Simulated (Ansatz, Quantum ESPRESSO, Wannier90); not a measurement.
# straight Mo chain, spacing 2.43 Å: Wannier functions and conductance, part 6 of 6

Aim: a Wannier model and the conductance steps that follow from it, for this wire: straight Mo chain, spacing 2.43 Å.

Quantum ESPRESSO 7.5 and Wannier90 3.1.0; plane-wave DFT, LDA, GBRV ultrasoft pseudopotentials; cross-check by Ansatz 0.2.0 with PAW datasets.

So far. Step 9 (Wannier functions and transport): Disentanglement stopped at its cap on iterations, so these spreads are not final. Step 9 (Wannier functions and transport): At least 2 of the functions sit far from every atom, off the bonds: the outer window has let in states of the vacuum, so the basis is not the atomic one that was projected.

### Step 13. Cross-check with Ansatz

A second code with its own PAW datasets, on the same atoms.

Level of this step: plane-wave DFT, LDA, Ansatz PAW (Ansatz 0.2.0).

System of this step: straight Mo chain, spacing 2.43 Å, 2 periods. The cell holds 2 atoms: 2 Mo. Cell: a = 8.000 Å, b = 8.000 Å, c = 4.860 Å, α = 90.0°, β = 90.0°, γ = 90.0°. Vacuum lies along a and b. The structure's axis is c.

The input, input.yaml:

```yaml
crystal:
  lattice:
    - [8.0, 0.0, 0.0]
    - [0.0, 8.0, 0.0]
    - [0.0, 0.0, 4.86]
  atoms:
    - { symbol: Mo, position: [0.0, 0.0, 0.0] }
    - { symbol: Mo, position: [0.0, 0.0, 0.5] }
kpoints:
  mp_grid: { grid: [1, 1, 14] }
hamiltonian:
  xc: lda
scf:
  occupations: { method: fermi_dirac, width: 0.05 }
  convergence: { dr2_threshold: 1.0e-08 }
output:
  transmission:
    leads: [[0, 0]]
    e_range: [-4.0, 2.0]
    de: 0.05
    kmesh: [1, 1]
    reduced_basis: true
```

The run is started by

```bash
$ ansatz run input.yaml --threads 4 --pin off --max-ram 12288MiB --backend cpu --events-out ev --progress --plain --runs-dir out
```

Numbers of over 12 decimals in the logs are rounded to 6 here.

The log of the run:

```text
Engine: ansatz 0.2.0, x86_64-unknown-linux-gnu
Pseudopotentials: kind: paw
Pseudopotential: Mo, paw, valence charge 14, recommended cutoff 420 eV (normal), Mo.paw.azcp
Functional definition: SPW92
  exchange = slater_x
  correlation = pw_c
Crystal: 2 atoms, lattice volume = 311.040 Å³
Basis set: ecut = 420 eV, 6057 PW (Γ)
Bands: 18, of which v1, the nominal top of the filled ones, is band 14 counted from 1 (13 counted from 0)
Symmetry: 32 space group operations
Space group: P4/mmm (ITA 123), of the structure as read, at distance tolerance 6.8e-5 Å
k-points: 8 of 14
Non-local potential: Mo, projectors of the file, l = 0: 3, l = 1: 2, l = 2: 2, l = 3: 1
PAW form: soft (Blöchl's): semilocal exchange-correlation on the pseudo side does not see the compensation charge
PAW frozen core: Mo, regenerated for the run's functional, and the local potential with it (the file was generated under x = pbe(κ = 0.804, μ = 0.219515), c = pbe(β = 0.066725))
PAW one-centre angular grid: Mo, 590 points (default); XC on 64 Gauss nodes
Initial density: superposition of atomic densities (neutral atoms: chi_scale 0, normalization atom), corrected by the library's trained network
Initial wavefunctions: pseudopotential atomic-orbital guess
Functional: x = slater, c = lda
SCF iter   1: F=—  HF=-9674.277357 eV  |F-HF|=—  |Δ(HF+E_count)|=         —  Δρ=4.21e-3  dr2=6.18e-2  ethr=1.77e-3  ⟨swp⟩=6.2  Hψ=1464  notcnv=0
automatic band count: the SCF goes on with 22 bands, as 18 were too few: the levels above may hold too much charge
preconditioner: auto → LDOS  [metal: Δε(μ)=0.018 eV  Ē_g=3.264 eV  σ=0.050 eV  W_gap=0.09  n_scr=38 (ndim 8)  ℏωp=7.3 eV  f_vac=0.642  D(μ)=7.70/eV (n_scr^D=46)  β→1.0]
SCF iter   2: F=—  HF=-9674.285407 eV  |F-HF|=—  |Δ(HF+E_count)|=   8.05e-3  Δρ=1.22e-3  dr2=4.72e-3  ethr=2.21e-4  ⟨swp⟩=2.6  Hψ=354  notcnv=0  defer=4
SCF iter   3: F=—  HF=-9674.285231 eV  |F-HF|=—  |Δ(HF+E_count)|=   1.76e-4  Δρ=7.38e-4  dr2=2.17e-3  ethr=1.69e-5  ⟨swp⟩=2.5  Hψ=295  notcnv=0  defer=4
SCF iter   4: F=—  HF=-9674.284624 eV  |F-HF|=—  |Δ(HF+E_count)|=   6.08e-4  Δρ=2.41e-4  dr2=3.43e-4  ethr=7.74e-6  ⟨swp⟩=2.8  Hψ=247  notcnv=0  defer=4
SCF iter   5: F=—  HF=-9674.284531 eV  |F-HF|=—  |Δ(HF+E_count)|=   9.22e-5  Δρ=5.40e-5  dr2=1.57e-5  ethr=1.22e-6  ⟨swp⟩=2.1  Hψ=221  notcnv=0  defer=4
SCF iter   6: F=—  HF=-9674.284527 eV  |F-HF|=—  |Δ(HF+E_count)|=   4.43e-6  Δρ=1.35e-5  dr2=1.03e-6  ethr=5.61e-8  ⟨swp⟩=3.0  Hψ=322  notcnv=0  defer=4
SCF iter   7: F=—  HF=-9674.284629 eV  |F-HF|=—  |Δ(HF+E_count)|=   1.02e-4  Δρ=1.68e-6  dr2=1.32e-8  ethr=3.69e-9  ⟨swp⟩=2.0  Hψ=216  notcnv=0  defer=4
SCF iter   8: F=-9674.284629 eV  HF=-9674.284629 eV  |F-HF|=9.09e-12  |Δ(HF+E_count)|=   5.82e-9  Δρ=2.50e-7  dr2=2.49e-10  ethr=3.57e-11  ⟨swp⟩=5.0  Hψ=442  notcnv=0
SCF 1 converged in 8 iterations: F = -9674.284629 eV  dr2 = 2.49e-10
  greatest PAW one-centre occupation: 0.999 electrons in one spin orbital (limit 2), on the Mo atom at site 1 (counted from 0), in its partial waves of l = 0
transmission: 6 of 36 steps passed
transmission: 12 of 36 steps passed
[...]
transmission: 36 of 36 steps passed
SCF converged after 8 iterations
Free energy (F): -9674.284629 eV
Harris-Foulkes:  -9674.284629 eV  (|F-HF|=9.09e-12)
Internal energy: -9674.226962 eV  (E = F + TS)
E sigma→0 (E₀):  -9674.255795 eV
Entropy (-TS):   -0.057667 eV (-28.834 meV/atom)
Fermi energy:    -2.219603 eV
--- Per-component energies (eV) ---
  E_band       = -735.898260
  E_kinetic    = 873.958450
  E_local      = -6374.626412  (includes V_loc(G=0)·N_el)
  E_nonlocal   = 305.513477
  E_hartree    = 2599.162596
  E_xc         = -352.050432
  E_vxc        = -440.627925  (∫ρ·V_xc dr)
  E_paw        = -6181.446889  (= ΣΔE_a)
  E_vpaw       = -298.441648  (= ΣTr[D̂ρ^β])
  E_aug_tail   = 0.000063  (compensation charges beyond the density's cutoff)
  E_ewald      = -545.683447
  E_core_change = 0.945632  (= ΣΔE_core)
  E_smearing   = -0.057667  (= −TS)
  E_closure    = -0.000000  (closes the sum)
  Σ components = -9674.284629   (vs F -9674.284629, Δ=0.00e0)
--- Band table (eV; the first three rows and the last of 8) ---
  k-point 0: bands = [... 10 lower, -4.6797, -3.3982, -2.8106, -2.7976, -1.2418, -1.2409, -0.0165, 0.0739, ... 4 higher]
  k-point 1: bands = [... 10 lower, -4.6370, -3.3709, -2.7940, -2.7812, -1.2656, -1.2645, -0.0963, -0.0222, ... 4 higher]
  k-point 2: bands = [... 10 lower, -4.5096, -3.2893, -2.7448, -2.7324, -1.3349, -1.3334, -0.3170, -0.2929, ... 4 higher]
  k-point 7: bands = [... 10 lower, -2.7546, -2.7546, -2.1750, -2.1750, -2.0972, -2.0972, -2.0904, -2.0904, ... 4 higher]
--- Transmission ---
  basis      : 561 plane waves across, 6 finite elements along
  points     : 1, standing for a mesh of 1 x 1
  energies   : 121 from -4.000000 to 2.000000 eV about the Fermi level, 0.050000 eV apart; the leads are filled to 0.000000 eV, and channels, transmission and decay are at 0.000000 eV
  crystal 0  : Mo2, at the sites [0, 0], period 4.8600 Å: whole cells are its period
    offset         : up to 0.0000 Å between an atom of the period and one for which it stands
    channels       : 6.000000e0 a spin
    conductance    : none, the energies end too early or step too widely for 300 K: set another output.transmission.e_range or a lower de, or, where they end at an eighth of basis.ecutwfc, a higher one
```

Elapsed: 12 s, on 4 threads of Intel Xeon 6975P-C (Granite Rapids), shared host; peak memory 0.58 GiB.

This step gave:

| Property | Result |
| --- | --- |
| free energy | -9674.2846 eV |
| energy at zero smearing | -9674.2558 eV |
| smearing term TS | 0.05767 eV |
| Fermi energy | -2.220 eV |
| symmetry operations | 32 |
| lead channels at the Fermi level, one spin | 6 |

Per spin. Table of open channels by energy, zero at the Fermi level:

| energy (eV) | open channels |
| --- | --- |
| -3.800 | 0 |
| -3.600 | 1 |
| -3.400 | 1 |
| -3.200 | 1 |
| -3.000 | 1 |
| -2.800 | 1 |
| -2.600 | 1 |
| -2.400 | 3 |
| -2.200 | 3 |
| -2.000 | 3 |
| -1.800 | 3 |
| -1.600 | 3 |
| -1.400 | 3 |
| -1.200 | 3 |
| -1.000 | 4 |
| -0.800 | 4 |
| -0.600 | 4 |
| -0.400 | 6 |
| -0.200 | 6 |
| 0.000 | 6 |
| 0.200 | 6 |
| 0.400 | 6 |
| 0.600 | 6 |
| 0.800 | 6 |
| 1.000 | 4 |
| 1.200 | 4 |
| 1.400 | 4 |
| 1.600 | 4 |
| 1.800 | 4 |
| 2.000 | 4 |

### Step 14. A check by hand

6 channels × 77.48 µS = 465 µS, a two-terminal resistance of 12.906/6 = 2.15 kΩ whatever the wire's length, as long as nothing scatters.

### Step 15. Results

* open channels at the Fermi level, per spin: 6
* total spread: 13.1 Å²
* gauge-invariant spread: 10.7 Å²
* largest band misfit in the frozen window: 0.0124 eV
* channels at the Fermi level by Ansatz: 6

In words: The wire offers 6 channels per spin at the Fermi level. Between -4 and 1.5 eV the channel count from Wannier functions equals that from Ansatz's layer matching at 99 % of the energies; outside the frozen window the Wannier bands are not held to the plane-wave ones. Each plane-wave level in the frozen window has a Wannier level within 0.02 eV; this test doesn't see extra bands that a model may add. Disentanglement stopped at its cap on iterations, so the spreads are not final; the frozen states are kept all the same. At least one function lies in the vacuum, so the spreads don't describe atomic orbitals, though the frozen bands are still reproduced. The wire is perfect, so the conductance only counts bands: each channel, with its partner of the other spin, carries G₀ = 2e²/h. It was run without spin polarisation, which was not tested.

[Logs are printed without paths, hosts, clocks, repeated set-up lines and the standing remarks that a program may print on its own settings, such as how far it seeks lower states.]

[Hosts, paths, dates, database ids (printed as entryN), source tags and the programs' standing remarks are cut or masked in the printed files.]

[Maps of the electrostatic potential energy from Ansatz leave out the sawtooth potential of an applied field or a dipole correction, so their vacuum need not be flat; planar profiles and work functions include it.]
